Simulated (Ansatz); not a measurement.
**KF (Carobbiite): the HSE06 gap against the k mesh of the hybrid**

Aim: see how gap, energy and time of KF (Carobbiite) follow the k mesh of the hybrid.

Program: Ansatz 0.2.0. Level of theory: DFT, HSE06, plane waves, PAW; PAW set soft_1. Results are calculated unless marked as measured.

**1. The structure**

It takes space group Fm-3m (No. 225, cubic). The conventional cell has a = 5.344 Å, b = 5.344 Å, c = 5.344 Å, α = 90.00°, β = 90.00°, γ = 90.00°. Nearest to K lie 6 F at 2.67 Å. Nearest to F lie 6 K at 2.67 Å. Farther neighbours and most contacts between anions are not listed.

The cell and positions come from the Crystallography Open Database and are kept as given unless a step says otherwise.

**2. k mesh of the hybrid: 2×2×2**

input.yaml reads:

```yaml
crystal:
  lattice:
    - [0.0, 2.67185, 2.67185]
    - [2.67185, 0.0, 2.67185]
    - [2.67185, 2.67185, 0.0]
  atoms:
    - { symbol: K, position: [0.0, 0.0, 0.0] }
    - { symbol: F, position: [0.5, 0.5, 0.5] }
kpoints:
  mp_grid: { grid: [2, 2, 2] }
  band_path:
    path:
      - [0.0, 0.0, 0.0]
      - [0.5, 0.0, 0.5]
      - [0.625, 0.25, 0.625]
      - [0.375, 0.375, 0.75]
      - [0.5, 0.5, 0.5]
      - [0.5, 0.25, 0.75]
    npoints: 1
hamiltonian:
  xc: hse06
  pseudopotentials: { kind: paw, azcp: { folder: soft_1 } }
scf:
  occupations: { method: fixed }
  n_extra_bands: 4
output:
  eigenvalues: true
```

Run with:

```sh
$ ansatz run input.yaml --threads 24 --pin off --max-ram 82944MiB --backend cuda --events-out ev --progress --plain --runs-dir out --devices 1 --max-vram 78GiB
```

Numbers of over 12 decimals in the logs are rounded to 6 here.

What it wrote:

```text
scf.n_extra_bands = 4 over 8 filled bands (N_el = 16.0): the run solves 12 bands
exact exchange: scf.exx.singularity resolves to wigner_seitz, which cuts the screened interaction at the faces of the exchange supercell's Wigner-Seitz cell, so that each pair interacts once, at the shortest of its separations (the periodic images that this leaves out come, for a point-like exchange hole, to about 0.155 eV on a filled level). The cut falls within the interaction's reach, and what an exchange supercel [...]
GPUs: using 1 of 1 available (devices: 1).
Engine: ansatz 0.2.0, aarch64-unknown-linux-gnu
Pseudopotentials: kind: paw
Pseudopotential: K, paw, valence charge 9, recommended cutoff 420 eV (normal), soft_1/K.paw.azcp
Pseudopotential: F, paw, valence charge 7, recommended cutoff 420 eV (normal), soft_1/F.paw.azcp
Functional definition: HSE06
  parameter a = 0.25
  parameter omega = 0.11/bohr
  exchange = pbe_x - a*pbe_x_sr(omega) + a*exact_x_sr(omega)
  correlation = pbe_c
davidson cushion auto → on  (no smearing: the cushion is to keep the highest requested band from converging to the state above it; pin scf.eigensolver.cushion to override)
device memory: the entry about to start is reckoned to put 0.7 GiB on a device that reports 181.8 GiB free (of which the cap on the GPU budget leaves the run 78.0 GiB)
GPU FFT provider: cuFFT
GPU libraries: cuBLAS 13.8.1, cuFFT 12.4.0, cuSOLVER 12.3.2
GPU matrix products: emulated (plane waves: as basis.precision tells), large ones in fixed point in workspaces of 1.00 GiB
Crystal: 2 atoms, lattice volume = 38.148 Å³
Basis set: ecut = 420 eV, 725 PW (Γ)
Bands: 12, of which v1, the nominal top of the filled ones, is band 8 counted from 1 (7 counted from 0)
Symmetry: 48 space group operations
Space group: Fm-3m (ITA 225), of the structure as read, at distance tolerance 3.4e-5 Å
k-points: 3 of 8
Non-local potential: K, projectors of the file, l = 0: 3, l = 1: 2, l = 2: 2
Non-local potential: F, projectors of the file, l = 0: 2, l = 1: 2, l = 2: 1
PAW form: soft (Blöchl's): semilocal exchange-correlation on the pseudo side does not see the compensation charge
PAW frozen core: K, regenerated for the run's functional, and the local potential with it (the file was generated under x = pbe(κ = 0.804, μ = 0.219515), c = pbe(β = 0.066725))
PAW frozen core: F, regenerated for the run's functional, and the local potential with it (the file was generated under x = pbe(κ = 0.804, μ = 0.219515), c = pbe(β = 0.066725))
PAW one-centre angular grid: K, 110 points (default); XC on 64 Gauss nodes
PAW one-centre angular grid: F, 110 points (default); XC on 64 Gauss nodes
Initial density: superposition of atomic densities (chi_scale 0.1, normalization cell, long waves kept (reshape's long-wave potential 0.00 eV rms))
Initial wavefunctions: pseudopotential atomic-orbital guess
GPU buffer pool allocated for 19683 grid points (all kernels)
GPU transforms: local potential and band sums: pruned to the plane-wave sphere, on 25×25×25
Functional: x = pbe(κ = 0.804, μ = 0.219515), c = pbe(β = 0.066725), warm-up for x = pbe(κ = 0.804, μ = 0.219515) + 0.25 (exact − pbe) at short range (hse, ω = 0.207870 Å⁻¹), c = pbe(β = 0.066725); HSE06 as pw.x's `hse` composes it (authors' and Libxc's form: `xc: wpbeh`)
SCF iter   1: F=—  HF=-2351.686936 eV  |F-HF|=—  |Δ(HF+E_count)|=         —  Δρ=1.87e-1  dr2=1.15e1  ethr=1.00e-1  ⟨swp⟩=7.0  Hψ=146  notcnv=0
preconditioner: auto → none  [insulator: Δε(μ)=2.261 eV  Ē_g=16.174 eV  n_scr=14 (ndim 8)  ℏωp=22.5 eV  f_vac=0.000]
SCF iter   2: F=—  HF=-2350.345003 eV  |F-HF|=—  |Δ(HF+E_count)|=    1.34e0  Δρ=1.50e-1  dr2=5.34e0  ethr=7.18e-2  ⟨swp⟩=3.3  Hψ=110  notcnv=0
iter 3 solved again at ethr=1.03e-3 eV; its pass at ethr=3.34e-2 eV (dr2=1.64e-1 eV) is discarded
SCF iter   3: F=—  HF=-2348.761342 eV  |F-HF|=—  |Δ(HF+E_count)|=    1.58e0  Δρ=2.31e-2  dr2=1.58e-1  ethr=1.03e-3  ⟨swp⟩=3.7  Hψ=184  notcnv=0  defer=1
[...]
Frozen-core exchange: fock
SCF iter   1: F=—  HF=-2349.483897 eV  |F-HF|=—  |Δ(HF+E_count)|=         —  Δρ=8.77e-3  dr2=3.68e-2  ethr=5.09e-5  ⟨swp⟩=7.7  Hψ=158  notcnv=0
preconditioner: auto → none  [insulator: Δε(μ)=8.399 eV  Ē_g=20.374 eV  n_scr=14 (ndim 8)  ℏωp=22.5 eV  f_vac=0.119]
SCF iter   2: F=—  HF=-2349.475949 eV  |F-HF|=—  |Δ(HF+E_count)|=   7.95e-3  Δρ=4.21e-3  dr2=1.07e-2  ethr=5.09e-5  ⟨swp⟩=3.0  Hψ=100  notcnv=0
SCF iter   3: F=—  HF=-2349.474047 eV  |F-HF|=—  |Δ(HF+E_count)|=   1.90e-3  Δρ=2.45e-3  dr2=2.43e-3  ethr=4.58e-5  ⟨swp⟩=3.0  Hψ=105  notcnv=0
SCF iter   4: F=—  HF=-2349.475969 eV  |F-HF|=—  |Δ(HF+E_count)|=   1.92e-3  Δρ=1.03e-3  dr2=2.44e-4  ethr=1.40e-5  ⟨swp⟩=3.7  Hψ=96  notcnv=0
SCF iter   5: F=—  HF=-2349.475912 eV  |F-HF|=—  |Δ(HF+E_count)|=   5.64e-5  Δρ=3.58e-4  dr2=4.66e-5  ethr=1.41e-6  ⟨swp⟩=3.0  Hψ=90  notcnv=0
SCF iter   6: F=—  HF=-2349.476038 eV  |F-HF|=—  |Δ(HF+E_count)|=   1.26e-4  Δρ=3.01e-4  dr2=2.64e-5  ethr=1.90e-7  ⟨swp⟩=4.7  Hψ=114  notcnv=0  defer=1
SCF iter   7: F=-2349.476029 eV  HF=-2349.476030 eV  |F-HF|=5.83e-7  |Δ(HF+E_count)|=   7.91e-6  Δρ=4.90e-5  dr2=2.00e-6  ethr=1.56e-7  ⟨swp⟩=3.0  Hψ=88  notcnv=0
SCF 2 stopped early in 7 iterations: F = -2349.476029 eV  dr2 = 2.00e-6
hybrid outer 1: dexx = +3.087e-3 eV, tail = 8.39e-6 eV
GPU FFT provider: cuFFT
GPU libraries: cuBLAS 13.8.1, cuFFT 12.4.0, cuSOLVER 12.3.2
GPU matrix products: emulated (plane waves: as basis.precision tells), large ones in fixed point in workspaces of 1.00 GiB
GPU buffer pool allocated for 19683 grid points (all kernels)
GPU transforms: local potential and band sums: pruned to the plane-wave sphere, on 25×25×25
Exchange kernel: α = 0.2500, screened, ω = 0.2079 Å⁻¹, Wigner–Seitz truncation, v(0) = 676.3268 eV·Å³, q-mesh 2×2×2, nearest image of the exchange supercell L = 7.56 Å, pair-density grid 15×15×15, without the augmentation charges, whose exchange is taken in its separable form by FFT convolution over the k-point mesh (sized by the pseudopotential files, 24×24×24 at the most), smooth part of the exact exchange by density-matrix convolution in up to 101.3 MiB of GPU memory as planned if the GPU has room (build and FFT work areas not counted)
Frozen-core exchange: fock
SCF iter   1: F=—  HF=-2349.476141 eV  |F-HF|=—  |Δ(HF+E_count)|=         —  Δρ=8.68e-5  dr2=2.27e-6  ethr=2.62e-7  ⟨swp⟩=3.7  Hψ=96  notcnv=0
preconditioner: auto → none  [insulator: Δε(μ)=8.185 eV  Ē_g=20.233 eV  n_scr=14 (ndim 8)  ℏωp=22.5 eV  f_vac=0.145]
iter 2 solved again at ethr=2.05e-10 eV; its pass at ethr=1.37e-8 eV (dr2=3.28e-8 eV) is discarded
SCF iter   2: F=-2349.476141 eV  HF=-2349.476141 eV  |F-HF|=6.52e-9  |Δ(HF+E_count)|=   7.11e-7  Δρ=1.46e-5  dr2=3.97e-8  ethr=2.05e-10  ⟨swp⟩=3.7  Hψ=194  notcnv=0
SCF 3 converged in 2 iterations: F = -2349.476141 eV  dr2 = 3.97e-8
hybrid outer 2: dexx = +8.395e-8 eV, tail = 8.77e-8 eV, Δε = 3.24e-3 eV (about 4.30e-4 eV left of the loop's levels)
device memory: the entry about to start is reckoned to put 0.3 GiB on a device that reports 180.7 GiB free (of which the cap on the GPU budget leaves the run 78.0 GiB)
NSCF: frozen V_eff on 6 k-points
hybrid SCF converged: 2 outer / 9 inner (+5 warm-up), last move |dexx| = 8.39e-8 eV, tail = 8.77e-8 eV
Stability not checked: this state was not tested for a lower state beside it, because the functional holds exact exchange (a hybrid, or Hartree-Fock), whose exchange loop this test does not read (fock_operator; see scf.lower_state_search)
Free energy (F): -2349.476141 eV
Frozen-core exchange: fock
Harris-Foulkes:  -2349.476141 eV  (|F-HF|=6.52e-9)
Internal energy: -2349.476141 eV  (E = F + TS)
E sigma→0 (E₀):  -2349.476141 eV
Fermi energy:    -0.120469 eV
--- Per-component energies (eV) ---
  E_band       = -157.310991
  E_kinetic    = 456.154293
  E_local      = -1118.585746  (includes V_loc(G=0)·N_el)
  E_nonlocal   = 98.270274
  E_hartree    = 404.876141
  E_xc         = -171.008705
  E_vxc        = -211.011971  (∫ρ·V_xc dr)
  E_exx        = -50.853057  (= α·E_x^exact, valence–valence)
  E_paw        = -980.096774  (= ΣΔE_a)
  E_vpaw       = -90.186907  (= ΣTr[D̂ρ^β])
  E_aug_tail   = 0.000696  (compensation charges beyond the density's cutoff)
  E_ewald      = -988.061939
  E_core_change = -0.171325  (= ΣΔE_core)
  E_smearing   = -0.000000  (= −TS)
  E_closure    = -0.000000  (closes the sum)
  Σ components = -2349.476141   (vs F -2349.476141, Δ=-4.55e-13)
--- Band table (eV) ---
  k-point 0: bands = [... 4 lower, -9.6349, -0.1205, -0.1205, -0.1205, 8.0624, 12.8880, 12.8880, 12.8880]
  k-point 1: bands = [... 4 lower, -9.6654, -0.8897, -0.4688, -0.4688, 11.0879, 12.5470, 14.4057, 14.4057]
  k-point 2: bands = [... 4 lower, -9.8562, -0.3028, -0.1676, -0.1676, 10.1972, 12.5098, 13.8025, 16.0581]
```

The job ended after 3.3 s (1 × NVIDIA GB200 (shared by 2 runs) with 24 threads of Arm Neoverse V2, shared host; peak memory 1.1 GiB; 5.2 s of CPU time).

Reading the cycles: dr2 is the Hartree energy of the density residual (eV), the measure of convergence; HF is the Harris–Foulkes estimate of the energy, which meets the free energy F at convergence.

Numbers from this step:

```yaml
gap: 8.183 eV
valence_top_at: Γ
conduction_bottom_at: Γ
least_direct_gap: 8.183 eV
exact_exchange_fraction: 0.25
```

The gap is direct, at Γ.

**3. k mesh of the hybrid: 4×4×4**

input.yaml: that of step 2 with these lines changed.

```diff
@@ -9,3 +9,3 @@
 kpoints:
-  mp_grid: { grid: [2, 2, 2] }
+  mp_grid: { grid: [4, 4, 4] }
   band_path:
```

What it wrote:

```text
[...]
GPUs: using 1 of 1 available (devices: 1).
[...]
GPU FFT provider: cuFFT
GPU libraries: cuBLAS 13.8.1, cuFFT 12.4.0, cuSOLVER 12.3.2
[...]
Crystal: 2 atoms, lattice volume = 38.148 Å³
Basis set: ecut = 420 eV, 725 PW (Γ)
Bands: 12, of which v1, the nominal top of the filled ones, is band 8 counted from 1 (7 counted from 0)
[... 1 set-up line as in the run before ...]
[...]
k-points: 8 of 64
[...]
E sigma→0 (E₀):  -2349.493505 eV
Fermi energy:    -0.139832 eV
[...]
--- Band table (eV; the first three rows and the last of 8) ---
  k-point 0: bands = [... 4 lower, -9.6298, -0.1398, -0.1398, -0.1398, 8.0421, 12.8869, 12.8869, 12.8869]
  k-point 1: bands = [... 4 lower, -9.6457, -0.5628, -0.3187, -0.3187, 9.5805, 12.1771, 13.6660, 13.6660]
  k-point 2: bands = [... 4 lower, -9.6612, -0.9203, -0.4913, -0.4913, 11.0800, 12.5352, 14.4040, 14.4040]
  k-point 7: bands = [... 4 lower, -9.7138, -0.5509, -0.2884, -0.2884, 11.7673, 11.7673, 13.4762, 15.7587]
[key lines of the parts left out:]
Free energy (F): -2349.493505 eV
```

The job ended after 3.7 s (1 × NVIDIA GB200 (shared by 2 runs) with 24 threads; peak memory 1.1 GiB; 6.9 s of CPU time).

Numbers from this step:

```yaml
gap: 8.182 eV
valence_top_at: Γ
conduction_bottom_at: Γ
least_direct_gap: 8.182 eV
```

The gap is 8.182 eV, −0.001 eV from the run before at this level.

**4. The series**

Differences are against the last row; a negative gap means that bands overlap, and a run with a band path holds that path's time. Times are wall times on 1 × NVIDIA GB200 (shared by 2 runs) with 24 threads of Arm Neoverse V2, shared host, good to a factor of about two.

```
k mesh of the hybrid  gap (eV)  direct gap (eV)  gap error (eV)  energy error (meV/atom)  irreducible k   time
               2×2×2     8.183            8.183          +0.001                     +8.7              3  3.3 s
               4×4×4     8.182            8.182          +0.000                     +0.0              8  3.7 s
```

**5. Summary of results**

- 2×2×2: 8.183 eV
- 4×4×4: 8.182 eV

The gap holds to 0.02 eV from 2×2×2 on, the cheapest setting tried. At 2×2×2 the gap is off by +0.001 eV and the energy by +9 meV/atom. The gap is read over the mesh and added points near the edges, so meshes differ mainly through the density and, for a hybrid, the exchange operator.

[Paths, hosts, dates, memory and timing lines, banners, echoed tables and standing remarks are left out of the program output.]

[Logs are printed without paths, hosts, clocks, repeated set-up lines and the standing remarks that a program may print on its own settings, such as how far it seeks lower states.]

[Runs of the session that timed out or met a known fault of the program may be left out.]

[Cells called generated may have been cut or substituted from an entry of the Crystallography Open Database or the Materials Project.]

[Hosts, paths, dates, database ids (printed as entryN), source tags and the programs' standing remarks are cut or masked in the printed files.]
